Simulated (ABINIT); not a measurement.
**CsMgF3 (Pm-3m): G0W0 with ABINIT, start to end**

Aim: the G0W0 gap of CsMgF3 (Pm-3m) on PBEsol with spin-orbit coupling, step by step.

Calculated with ABINIT 10.8.3; PBEsol and many-body steps on it, plane waves.

## 1. The starting structure

Symmetry: Pm-3m, No. 221, cubic system. Conventional cell: a = 4.252 Å, b = 4.252 Å, c = 4.252 Å, α = 90.00°, β = 90.00°, γ = 90.00°. Nearest to Cs lie 12 F at 3.01 Å. Mg has 6 F at 2.13 Å nearest. F has 2 Mg at 2.13 Å and 4 Cs at 3.01 Å nearest. Farther neighbours and most contacts between anions are not listed.

Structure file:

```cif
data_structure
_symmetry_space_group_name_H-M 'P 1'
_symmetry_Int_Tables_number 1
_cell_length_a 4.2523
_cell_length_b 4.2523
_cell_length_c 4.2523
_cell_angle_alpha 90.000
_cell_angle_beta 90.000
_cell_angle_gamma 90.000
_cell_volume 76.89
loop_
_atom_site_label
_atom_site_type_symbol
_atom_site_fract_x
_atom_site_fract_y
_atom_site_fract_z
_atom_site_occupancy
Cs1 Cs 0.00000 0.00000 0.00000 1
Mg2 Mg 0.50000 0.50000 0.50000 1
F3 F 0.00000 0.50000 0.50000 1
F4 F 0.50000 0.00000 0.50000 1
F5 F 0.50000 0.50000 0.00000 1
```

The cell and positions are those that the Materials Project relaxed with its own functionals (PBE, PBE+U or r2SCAN), kept fixed.

## 2. Ground state

This step: ABINIT 10.8.3; DFT, PBEsol with spin-orbit coupling, plane waves, norm-conserving pseudopotentials.

The ground-state density comes first.

run.abi reads:

```
acell 3*1.0 Angstrom
rprim 
  4.252307000000 0.000000000000 0.000000000000
  0.000000000000 4.252307000000 0.000000000000
  0.000000000000 0.000000000000 4.252307000000
ntypat 3
znucl 55 12 9
natom 5
typat 1 2 3 3 3
xred 
  0.000000000000 0.000000000000 0.000000000000
  0.500000000000 0.500000000000 0.500000000000
  0.000000000000 0.500000000000 0.500000000000
  0.500000000000 0.000000000000 0.500000000000
  0.500000000000 0.500000000000 0.000000000000
pp_dirpath "pseudos"
pseudos "Cs.upf, Mg.upf, F.upf"
ecut 38
nspinor 2
ngkpt 4 4 4
nshiftk 1
shiftk 0 0 0
kptopt 1
chksymbreak 0
nband 52
occopt 1
tolvrs 1e-10
nstep 60
prtwf 0
optforces 0
optstress 0
indata_prefix "in"
outdata_prefix "out"
tmpdata_prefix "tmp"
```

On the command line:

```sh
$ OMP_NUM_THREADS=1 mpirun -n 4 abinit run.abi > log
```

Numbers of over 12 decimals in the logs are rounded to 6 here.

What it wrote:

```text
.Version 10.8.3 of ABINIT. v10.8.2 released Aug 2026.

 Symmetries : space group Pm -3 m (#221); Bravais cP (primitive cubic)
================================================================================
 Values of the parameters that define the memory need of the present run
     intxc =       0    ionmov =       0      iscf =       7    lmnmax =      24
     lnmax =      24     mgfft =      48  mpssoang =       7    mqgrid =    3001
     natom =       5  nloc_mem =       1    nspden =       1   nspinor =       2
    nsppol =       1      nsym =      48    n1xccc =    2501    ntypat =       3
    occopt =       1   xclevel =       2
-    mband =          52        mffmem =           1         mkmem =           3
       mpw =        5846          nfft =      110592          nkpt =          10
================================================================================
  Rough estimation (10% accuracy) of disk space for files :
================================================================================

--------------------------------------------------------------------------------
------------- Echo of variables that govern the present computation ------------
--------------------------------------------------------------------------------
 -outvars: echo values of preprocessed input variables --------
            acell      1.8897261259E+00  1.8897261259E+00  1.8897261259E+00 Bohr

      chksymbreak           0
             ecut      3.80000000E+01 Hartree
-          fftalg         312

              ixc     -116133
              kpt      0.00000000E+00  0.00000000E+00  0.00000000E+00
                       2.50000000E-01  0.00000000E+00  0.00000000E+00
                       5.00000000E-01  0.00000000E+00  0.00000000E+00
                       2.50000000E-01  2.50000000E-01  0.00000000E+00
                       5.00000000E-01  2.50000000E-01  0.00000000E+00
                       5.00000000E-01  5.00000000E-01  0.00000000E+00
                       2.50000000E-01  2.50000000E-01  2.50000000E-01
                       5.00000000E-01  2.50000000E-01  2.50000000E-01
                       5.00000000E-01  5.00000000E-01  2.50000000E-01
                       5.00000000E-01  5.00000000E-01  5.00000000E-01
         kptrlatt        4    0    0      0    4    0      0    0    4
          kptrlen      3.21427825E+01
P           mkmem           3
            natom           5
            nband          52
            ngfft          48      48      48
             nkpt          10
          nspinor           2
            nstep          60
             nsym          48
           ntypat           3
              occ      1.000000  1.000000  1.000000  1.000000  1.000000  1.000000
                       1.000000  1.000000  1.000000  1.000000  1.000000  1.000000
                       1.000000  1.000000  1.000000  1.000000  1.000000  1.000000
                       1.000000  1.000000  1.000000  1.000000  1.000000  1.000000
                       1.000000  1.000000  1.000000  1.000000  1.000000  1.000000
                       1.000000  1.000000  1.000000  1.000000  1.000000  1.000000
                       1.000000  1.000000  1.000000  1.000000  0.000000  0.000000
                       0.000000  0.000000  0.000000  0.000000  0.000000  0.000000
                       0.000000  0.000000  0.000000  0.000000
        optforces           0
        optstress           0
            prtwf           0
            rprim      4.2523070000E+00  0.0000000000E+00  0.0000000000E+00
                       0.0000000000E+00  4.2523070000E+00  0.0000000000E+00
[...]
spgroup         221

           tolvrs      1.00000000E-10

             xred      0.0000000000E+00  0.0000000000E+00  0.0000000000E+00
[...]
znucl       55.00000   12.00000    9.00000

================================================================================

 chkinp: Checking input parameters for consistency.

================================================================================
== DATASET  1 ==================================================================
-   mpi_nproc: 4, omp_nthreads: 1 (-1 if OMP is not activated)

--- !DatasetInfo
iteration_state: {dtset: 1, }
dimensions: {natom: 5, nkpt: 10, mband: 52, nsppol: 1, nspinor: 2, nspden: 1, mpw: 5846, }
cutoff_energies: {ecut:  38.0, pawecutdg:  -1.0, }
electrons: {nelect:   4.00000000E+01, charge:   0.00000000E+00, occopt:   1.00000000E+00, tsmear:   1.00000000E-02, }

 Real(R)+Recip(G) space primitive vectors, cartesian coordinates (Bohr,Bohr^-1):
 R(1)=  8.0356956  0.0000000  0.0000000  G(1)=  0.1244447  0.0000000  0.0000000
 R(2)=  0.0000000  8.0356956  0.0000000  G(2)=  0.0000000  0.1244447  0.0000000
 R(3)=  0.0000000  0.0000000  8.0356956  G(3)=  0.0000000  0.0000000  0.1244447
 Unit cell volume ucvol=  5.1888419E+02 bohr^3
 Angles (23,13,12)=  9.00000000E+01  9.00000000E+01  9.00000000E+01 degrees

 getcut: wavevector=  0.0000  0.0000  0.0000  ngfft=  48  48  48
         ecut(hartree)=     38.000   => boxcut(ratio)=   2.15259

--- Pseudopotential description ------------------------------------------------
- Cs Generated using ONCVPSP code by D. R. Hamann
- 55.00000   9.00000  180509                  znucl, zion, pspdat
12 -116133 3 -1 2384                          pspcod,pspxc,lmax,lloc,mmax
[...]
- 12.00000  10.00000  180509                  znucl, zion, pspdat
12 -116133 1 -1 1510                          pspcod,pspxc,lmax,lloc,mmax
     nproj     2     2     0     0
     spin-orbit psp
        nprojso     2     0     0
  pspatm : epsatm=    9.18422697
         --- l  ekb(1:nproj) -->
[...]
spin-orbit 1    0.014891    0.008368
 pspatm: atomic psp has been read  and splines computed

- F Generated using ONCVPSP code by D. R. Hamann
-  9.00000   7.00000  180509                  znucl, zion, pspdat
12 -116133 2 -1 832                           pspcod,pspxc,lmax,lloc,mmax
     nproj     2     2     2     0
     spin-orbit psp
        nprojso     3     2     0
  pspatm : epsatm=    4.90055724
         --- l  ekb(1:nproj) -->
[...]
spin-orbit 1    0.008172    0.003044   -0.000076
  spin-orbit 2   -0.008307    0.000210
 pspatm: atomic psp has been read  and splines computed

   1.84036284E+03                                ecore*ucvol(ha*bohr**3)
--------------------------------------------------------------------------------

_setup2: Arith. and geom. avg. npw (full set) are    5801.953    5801.911

================================================================================

--- !BeginCycle
iteration_state: {dtset: 1, }
solver: {iscf: 7, nstep: 60, nline: 4, wfoptalg: 0, }
tolerances: {tolvrs: 1.00E-10, }

     iter   Etot(hartree)      deltaE(h)  residm     vres2
 ETOT  1  -156.42531750371    -1.564E+02 1.306E-01 5.636E+02
 ETOT  2  -156.52451073723    -9.919E-02 9.849E-03 4.439E+02
 ETOT  3  -156.68865246482    -1.641E-01 9.493E-03 1.869E+01
 ETOT  4  -156.69358241589    -4.930E-03 5.563E-03 8.817E-02
 ETOT  5  -156.69360801987    -2.560E-05 2.652E-03 5.137E-03
 ETOT  6  -156.69360913162    -1.112E-06 6.683E-04 2.755E-04
 ETOT  7  -156.69360918356    -5.193E-08 1.876E-04 1.783E-05
 ETOT  8  -156.69360918524    -1.683E-09 1.420E-04 8.374E-07
 ETOT  9  -156.69360918540    -1.619E-10 5.664E-05 1.362E-07
 ETOT 10  -156.69360918544    -3.985E-11 7.939E-05 1.600E-09
 ETOT 11  -156.69360918543     1.523E-11 7.594E-05 8.387E-12

 At SCF step   11       vres2   =  8.39E-12 < tolvrs=  1.00E-10 =>converged.

--- !ResultsGS
iteration_state: {dtset: 1, }
comment   : Summary of ground state results
lattice_vectors:
- [  8.0356956,   0.0000000,   0.0000000, ]
- [  0.0000000,   8.0356956,   0.0000000, ]
- [  0.0000000,   0.0000000,   8.0356956, ]
lattice_lengths: [   8.03570,    8.03570,    8.03570, ]
lattice_angles: [ 90.000,  90.000,  90.000, ] # degrees, (23, 13, 12)
lattice_volume:   5.1888419E+02
convergence: {deltae:  1.523E-11, res2:  8.387E-12, residm:  7.594E-05, diffor:  0.000E+00, }
etotal    :  -1.56693609E+02
entropy   :   0.00000000E+00
fermie    :   3.70746499E-02
cartesian_stress_tensor: null
pressure_GPa: null
xred      :
- [  0.0000E+00,   0.0000E+00,   0.0000E+00, Cs]
- [  5.0000E-01,   5.0000E-01,   5.0000E-01, Mg]
- [  0.0000E+00,   5.0000E-01,   5.0000E-01,  F]
- [  5.0000E-01,   0.0000E+00,   5.0000E-01,  F]
- [  5.0000E-01,   5.0000E-01,   0.0000E+00,  F]
cartesian_forces: null
force_length_stats: {min: null, max: null, mean: null, }

 Integrated electronic density in atomic spheres:
 ------------------------------------------------
 Atom  Sphere_radius  Integrated_density
[...]
================================================================================

 ----iterations are completed or convergence reached----

 Mean square residual over all n,k,spin=   21.859E-08; max=  75.935E-06
 reduced coordinates (array xred) for    5 atoms
       0.000000000000      0.000000000000      0.000000000000
       0.500000000000      0.500000000000      0.500000000000
       0.000000000000      0.500000000000      0.500000000000
       0.500000000000      0.000000000000      0.500000000000
       0.500000000000      0.500000000000      0.000000000000
 rms dE/dt=  0.0000E+00; max dE/dt=  0.0000E+00; dE/dt below (all hartree)
    1       0.000000000000      0.000000000000      0.000000000000
    2       0.000000000000      0.000000000000      0.000000000000
    3       0.000000000000      0.000000000000      0.000000000000
    4       0.000000000000      0.000000000000      0.000000000000
    5       0.000000000000      0.000000000000      0.000000000000

 cartesian coordinates (angstrom) at end:
    1      0.000000     0.000000     0.000000
    2      2.126154     2.126154     2.126154
    3      0.000000     2.126154     2.126154
    4      2.126154     0.000000     2.126154
    5      2.126154     2.126154     0.000000
 length scales=  1.889726125908  1.889726125908  1.889726125908 bohr
              =  1.000000000000  1.000000000000  1.000000000000 angstroms
 prteigrs : about to open file out_EIG
 Fermi (or HOMO) energy (hartree) =   0.03707   Average Vxc (hartree)=  -0.36823
 Eigenvalues (hartree) for nkpt=  10  k points:
 kpt#   1, nband= 52, wtk=  0.01563, kpt=  0.0000  0.0000  0.0000 (reduced coord)
  -2.59917   -2.59917   -1.39092   -1.39092   -1.38033   -1.38033   -1.38033   -1.38033
  -0.69518   -0.69518   -0.67322   -0.67322   -0.67322   -0.67322   -0.57741   -0.57741
  -0.15169   -0.15169   -0.10819   -0.10819   -0.10819   -0.10819   -0.03638   -0.03638
  -0.02645   -0.02645   -0.02645   -0.02645    0.00718    0.00718    0.00718    0.00718
   0.00823    0.00823    0.02483    0.02483    0.03707    0.03707    0.03707    0.03707
   0.27303    0.27303    0.34532    0.34532    0.34532    0.34532    0.44696    0.44696
   0.44696    0.44696    0.44958    0.44958
 prteigrs : prtvol=0 or 1, do not print more k-points.

--- !EnergyTerms
iteration_state     : {dtset: 1, }
comment             : Components of total free energy in Hartree
kinetic             :  8.75321902773589E+01
hartree             :  4.93321941825926E+01
xc                  : -3.10556336201775E+01
Ewald energy        : -9.37521873592992E+01
psp_core            :  3.54676993497972E+00
local_psp           : -1.49639914124161E+02
non_local_psp       : -2.26570284767207E+01
total_energy        : -1.56693609185427E+02
total_energy_eV     : -4.26385032182146E+03
band_energy         : -1.95469424237846E+01

== END DATASET(S) ==============================================================
================================================================================

 -outvars: echo values of variables after computation  --------
           etotal     -1.5669360919E+02
            nband          52
             nkpt          10
          spgroup         221
 [... the other variables as echoed above ...]

 Calculation completed.
```

Elapsed: 1.8 min, on 4 MPI ranks of Arm Neoverse V2, shared host; peak memory 0.47 GiB; 7.1 min of CPU time.

This step gave:

```yaml
total_energy: -4263.8503 eV
gap: 6.421 eV
k_of_the_valence_top: 0, 0, 0
k_of_the_conduction_bottom: 0, 0, 0
least_direct_gap: 6.421 eV
```

The gap is direct, at Γ.

(Continued in part 2 of 3.)

[Paths, hosts, dates, memory and timing lines, banners, echoed tables and standing remarks are left out of the program output.]

[Logs are printed without paths, hosts, clocks, repeated set-up lines and the standing remarks that a program may print on its own settings, such as how far it seeks lower states.]

[Runs of the session that timed out or met a known fault of the program may be left out.]

[Hosts, paths, dates, database ids (printed as entryN), source tags and the programs' standing remarks are cut or masked in the printed files.]

[G0W0 gaps are taken among the corrected bands and points alone; a level outside them can change the order at an edge.]

[Where Ansatz stands beside ABINIT at settings called matched, ABINIT's density can come from a denser mesh and the files from another edition; pairs whose starting gaps differed by over 0.03 eV were left out, so agreement reads better than it is.]
